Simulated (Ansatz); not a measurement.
# Quasi-harmonic thermodynamics of AgB (hypothetical, Pm-3m), part 3 of 3

Aim: the lattice, expansion, heat capacity and bulk modulus of AgB (hypothetical) as it warms. The crystal structure is hypothetical: it was made by swapping elements on a known structure type.

Ansatz 0.2.0; DFT PBEsol, scalar-relativistic, plane waves, PAW.

So far. Step 2 (Probe on a coarse mesh): The start is under -16 GPa at this level and looks like a metal on this mesh. Step 5 (Relaxing to small residual forces and stress): The residual pressure is -3.6e-4 GPa, small enough for phonons. The relaxed cell has a = 2.861 Å (conventional setting).

## (8) Phonons of the refused cell

The study refused this cell, so its phonons are run alone to see which modes are imaginary.

input.yaml reads:

```yaml
crystal:
  lattice:
    - [2.8610648435, 0.0, 0.0]
    - [0.0, 2.8610648435, 0.0]
    - [0.0, 0.0, 2.8610648435]
  atoms:
    - { symbol: B, position: [0.5, 0.5, 0.5] }
    - { symbol: Ag, position: [0.0, 0.0, 0.0] }
kpoints:
  mp_grid: { grid: [16, 16, 16] }
hamiltonian:
  xc: pbesol
scf:
  occupations: { method: methfessel_paxton, width: 0.15 }
output:
  eigenvalues: true
phonons:
  method: dfpt
  qmesh: [4, 4, 4]
  temperatures: { t_max: 1000, t_step: 50 }
  qpath:
    path:
      - [[0.0, 0.0, 0.0], [0.0, 0.5, 0.0], [0.5, 0.5, 0.0], [0.0, 0.0, 0.0], [0.5, 0.5, 0.5], [0.0, 0.5, 0.0]]
      - [[0.5, 0.5, 0.5], [0.5, 0.5, 0.0]]
    npoints: 10
```

Started as:

```sh
> ansatz run input.yaml --threads 4 --pin off --max-ram 8192MiB --backend cpu --events-out ev --progress --plain --runs-dir out
```

Numbers of over 12 decimals in the logs are rounded to 6 here.

Output:

```text
[...]
Crystal: 2 atoms, lattice volume = 23.420 Å³
Basis set: ecut = 420 eV, 461 PW (Γ), exchange–correlation on 40×40×40 points (8 copies of the dense FFT grid, shifted against one another)
Bands: 15, of which v1, the nominal top of the filled ones, is band 11 counted from 1 (10 counted from 0)
Symmetry: 48 space group operations
k-points: 165 of 4096
[...]
SCF iter   1: F=—  HF=-7672.294959 eV  |F-HF|=—  |Δ(HF+E_count)|=         —  Δρ=1.04e-2  dr2=2.06e-2  ethr=1.77e-3  ⟨swp⟩=4.1  Hψ=10848  notcnv=0
[...]
SCF iter   7: F=-7672.288370 eV  HF=-7672.288370 eV  |F-HF|=9.09e-13  |Δ(HF+E_count)|=  1.27e-11  S|Δr|=    0.00e0  Δρ=2.24e-8  dr2=6.75e-14  ethr=1.00e-12  ⟨swp⟩=5.1  Hψ=9208  notcnv=0
[...]
SCF 1 converged in 7 iterations: F = -7672.288370 eV  dr2 = 6.75e-14
[...]
SCF iter   2: F=-7672.288370 eV  HF=-7672.288370 eV  |F-HF|=0.00e0  |Δ(HF+E_count)|=  1.66e-10  S|Δr|=    0.00e0  Δρ=8.61e-8  dr2=1.67e-12  ethr=1.00e-12  ⟨swp⟩=4.6  Hψ=8885  notcnv=0
SCF 2 converged in 2 iterations: F = -7672.288370 eV  dr2 = 1.67e-12
phonons: the bands overlap, so this run is a metal and interpolates without the dipole-dipole term. If the crystal is really an insulator or semiconductor, its LO-TO splitting is missing
NSCF: frozen V_eff on 165 k-points
[...]
DFPT response loops at q = (0, 0, 0) (fractional): preconditioner auto → Kerker (q_TF=auto, 2.700 Å⁻¹) (partly filled bands, converged f_vac=0.000); β = 1.00, the filter's whole step (`scf.mixing.beta` (0.50) is not read by the response loops under this deck's `scf.mixing.preconditioner`; to damp them name `kerker` or `kerker_dos`, under which they read `scf.mixing.beta`, and type it under 1.00, their step now; both keys bind the ground state too); Broyden in place of MSR1
[...]
SCF converged after 7 iterations
[...]
Free energy (F): -7672.288370 eV
[...]
Internal energy: -7672.288941 eV  (E = F + TS)
E sigma→0 (E₀):  -7672.288513 eV
Entropy (-TS):   0.000571 eV (0.285 meV/atom)
Fermi energy:    16.734267 eV
[...]
--- Band table (eV; the first three rows and the last of 165) ---
  k-point 0: bands = [... 7 lower, 11.9656, 11.9656, 11.9656, 18.5057, 18.5057, 18.5057, 25.4563, 29.0132]
  k-point 1: bands = [... 7 lower, 11.9065, 11.9065, 11.9695, 18.2158, 18.6148, 18.6148, 25.5872, 28.9505]
  k-point 2: bands = [... 7 lower, 11.7460, 11.7460, 11.9805, 17.4802, 18.9241, 18.9241, 25.8605, 28.7713]
  k-point 164: bands = [... 7 lower, 12.8363, 12.8363, 14.0958, 19.3034, 19.3034, 19.3034, 20.9037, 20.9037]
--- Phonons (Γ-DFPT): 2 representative perturbations + reference (Σ response iterations 7) ---
  ASR residual: 8.872e-6 → 0.000e0 eV/Å²; symmetrization residual: 9.118e-7 eV/Å²
  ASR residual per site (eV/Å²): 4.07e-7 8.87e-6
  Γ frequencies (cm⁻¹): 0.00 0.00 0.00 187.19 187.19 187.19
--- Phonons (arbitrary-q DFPT): 10 irreducible q on the 4×4×4 mesh ---
  q = [0.0000, 0.0000, 0.0000] (star 1, of the zone-centre solve; hermiticity 1.44e-6, symmetrization 4.81e-12): -0.00 -0.00 -0.00 187.19 187.19 187.19
  q = [0.0000, 0.0000, 0.2500] (star 6, 4 solved perturbations in 4032 linear systems a pass and spin channel, the states on 1296 of 4096 k-point pairs; hermiticity 2.93e-7, symmetrization 1.31e-13): -10.91 -10.91 119.61 190.81 190.81 222.98
[...]
q = [0.0000, 0.2500, -0.5000] (star 12, 6 solved perturbations on 1296 of 4096 k-point pairs; hermiticity 9.27e-8, symmetrization 4.98e-10): 64.47 91.72 113.46 228.28 238.66 239.53
[...]
sum rule: each row above includes the acoustic sum rule's correction from the zone centre's row sums; it moved no ω² by more than (0.15 cm⁻¹)²
  mesh force constants: q→R imaginary residual 2.50e-18; ASR residual 8.872e-6 → 0.000e0 eV/Å²; symmetrization residual 4.441e-15 eV/Å²
  interpolated dispersion: 62 rows × 6 modes
  density of states and harmonic sums: on the 24×24×24 q-mesh, interpolated from the force constants of a 4×4×4 supercell (no non-analytic term)
  largest difference from the sums on the solved wave vectors: F 1.37e-1 eV, S 1.76e-4 and C_V 4.16e-5 eV/K
  zero-point energy: 0.052002 eV/cell   skipped modes (ω ≤ 0): 296, of them read as no rigid motion or as one in doubt: 293 (5.417e-1 modes/cell left out, lowest -124.52 cm⁻¹)   left out of the sums: 9.03e-2 of the cell's modes: C_V's classical limit lies that fraction below 3 k_B per atom; for a crystal, a wire or a layer, F and S can be off by more, and a phonons.interpolated_qmesh denser along its periods is the remedy for the sampling
```

Run time: 4.3 min. Hardware: 4 threads of Arm Neoverse V2, shared host; peak memory 2 GiB; 17 min of CPU time.

This step gave:

```
Γ frequencies                : 0, 0, 0, 187.2, 187.2, 187.2 cm⁻¹ (negative: imaginary)
lowest frequency on the path : -124.3 cm⁻¹
point group                  : m-3m
highest frequency            : 306.2 cm⁻¹
```

No LO-TO term. Phonon branches along the path, in cm⁻¹:

```tsv
point	branch 1	branch 2	branch 3	branch 4	branch 5	branch 6
Γ	0	0	0	187	187	187
halfway	-11	-11	120	191	191	223
X	39	39	168	188	188	271
halfway	64	92	114	228	239	240
M	-55	-55	68	236	236	250
halfway	42	52	119	205	215	237
Γ	0	0	0	187	187	187
halfway	-19	-19	116	198	198	306
R	-124	-124	-124	149	149	149
halfway	-46	111	113	158	190	266
X	39	39	168	188	188	271
jump to R	-124	-124	-124	149	149	149
halfway	-109	-109	117	186	193	193
M	-55	-55	68	236	236	250
```

The phonon branches as a text plot (rows in cm⁻¹):

```
    297 |                              **
    279 |       *                        **              *
    261 |      * **                                 *****
    243 |    **    ***********       **    *       *           **
    225 |   *     ** *    *** *                       **      ***
    208 |  *      *          ****   *             *  *  *
    190 |*********            ************* *       * ****  **
    172 |      **                          *     *** *   * *
    154 |     *  *                          ******  *  ** * *
    136 |    *    **                             **   *    **
    118 |   *             ****          ***        ***       *
    100 |           *         *      ***   *       * *        *
     82 |  *      ***    *     *                      *    *   *
     64 |          **********   *   *             *  * *        *
     46 | *     ***        ****    *              *     **
     28 |*    **      *   *   ****          *
     10 |    *                 * * *****
     -8 |****           *       ***
    -26 |                *              *
    -44 |               *                **         *
    -62 |              *                         *             **
    -79 |                                  *     *            *
    -97 |                                   **     *
   -115 |                                    ******       ****
         Γ      X      M          Γ            R        X|R     M
```

Tetrahedra on 24 24 24, mean over bins of 5 cm⁻¹. The phonon density of states by wavenumber; read off at these points:

wavenumber (cm⁻¹), phonon density of states (1/cm⁻¹/cell) and a bar:
```
     -122     0.0033 ##
     -108     0.0043 ##
      -92     0.0046 ##
      -78     0.0046 ##
      -62     0.0046 ##
      -48     0.0045 ##
      -32     0.0033 ##
      -18     0.0029 ##
       -2     0.0053 ###
       12     0.0084 #####
       28     0.0145 ########
       42     0.0212 ###########
       58     0.0243 #############
       68     0.0332 ##################
       72     0.0256 ##############
       88     0.0145 ########
       98     0.0110 ######
      112     0.0245 #############
      118     0.0335 ##################
      128     0.0126 #######
      142     0.0097 #####
      158     0.0065 ###
      172     0.0087 #####
      188     0.0560 ##############################
      202     0.0327 ##################
      218     0.0294 ################
      232     0.0301 ################
      248     0.0258 ##############
      262     0.0173 #########
      278     0.0077 ####
      292     0.0036 ##
      308     0.0000
```

No LO-TO term. The modes at Γ (shares of kinetic energy by element, %):

```tsv
mode	frequency (cm⁻¹)	symmetry	B %	Ag %
1	0.0	T1u	9	91
2	0.0	T1u	9	91
3	0.0	T1u	9	91
4	187.2	T1u	91	9
5	187.2	T1u	91	9
6	187.2	T1u	91	9
```

Displacements in mode 6 (187.2 cm⁻¹), the largest set to 1:
```
B1  -0.91  1.00  0.09
Ag2  0.09 -0.10 -0.01
```

Lowest modes at the softest wavevector of the mesh; phase exp(i q.(R + tau)). The modes at q = (0.500, 0.500, 0.500) (shares of kinetic energy by element, %) (negative means imaginary):

```tsv
mode	frequency (cm⁻¹)	B %	Ag %
1	-123.6	100	0
2	-123.6	100	0
3	-123.6	100	0
4	148.9	0	100
5	148.9	0	100
6	148.9	0	100
```

Displacements in mode 3 (-123.6 cm⁻¹), the largest set to 1, in the home cell:
```
B1   1.00 -0.65 -0.74
Ag2  0.00  0.00  0.00
```

Displacements in mode 6 (148.9 cm⁻¹), the largest set to 1, in the home cell:
```
B1   0.00  0.00  0.00
Ag2  0.05 -0.08  1.00
```

The modes has structure finer than the step of the table below, so its rows give means over 10 cm⁻¹, whole bins alone (the curve runs from -132 to 324 cm⁻¹). Peaks (cm⁻¹: height): Ag 68.5: 0.0292, 120.2: 0.0287, 189.1: 0.00992; B 189.1: 0.0474, 252.3: 0.0248.

Phonopy on the run's constants, 19x19x19 mesh, Gaussian sigma 3.3 cm⁻¹. Modes against wavenumber; means over each step; values in 1/cm⁻¹/cell:

```tsv
wavenumber (cm⁻¹)	Ag	B
-120	5.2e-4	0.00329
-110	8.9e-4	0.00304
-100	0.00118	0.00330
-90	0.00155	0.00357
-80	0.00190	0.00319
-70	0.00181	0.00229
-60	0.00276	0.00305
-50	0.00169	0.00163
-40	0.00293	0.00263
-30	0.00142	0.00135
-20	0.00217	0.00166
-10	0.00370	0.00120
0	0.00181	6.3e-4
10	0.00535	0.00134
20	0.00815	0.00188
30	0.0127	0.00330
40	0.0156	0.00390
50	0.0187	0.00442
60	0.0225	0.00336
70	0.0254	0.00289
80	0.0150	0.00205
90	0.0116	0.00214
100	0.0102	0.00159
110	0.0178	0.00256
120	0.0259	0.00313
130	0.0123	0.00197
140	0.00757	0.00166
150	0.00575	0.00233
160	0.00391	0.00200
170	0.00415	0.00479
180	0.00548	0.0109
190	0.00875	0.0403
200	0.00778	0.0276
210	0.00764	0.0231
220	0.00709	0.0215
230	0.00674	0.0209
240	0.00319	0.0168
250	0.00206	0.0213
260	0.00182	0.0162
270	0.00135	0.0121
280	5.6e-4	0.00605
290	2.9e-4	0.00421
300	1.0e-4	0.00191
310	1.2e-5	2.5e-4
```

The lowest solved frequency is -124 cm⁻¹, so the cell is unstable here and gives no valid free energy.

## (9) What came out

- lowest frequency at the solved wavevectors: -124 cm⁻¹

In words: With imaginary harmonic modes at the relaxed cell the quasi-harmonic free energy is undefined, so no expansion is obtained for this phase at this level. The softest solved mode is 124i cm⁻¹ at q = (-0.5, -0.5, -0.5), and 6 of 10 solved wavevectors carry a mode beyond 8i cm⁻¹. In a metal soft modes also hang on the k-mesh and the smearing, which were not converged here. The PAW files were made for PBE and are used here under another functional, for which the program regenerates the frozen cores.

[Logs are printed without paths, hosts, clocks, repeated set-up lines and the standing remarks that a program may print on its own settings, such as how far it seeks lower states.]

[Hosts, paths, dates, database ids (printed as entryN), source tags and the programs' standing remarks are cut or masked in the printed files.]

[A step with changed settings may run another functional than the one named; its input shows which.]
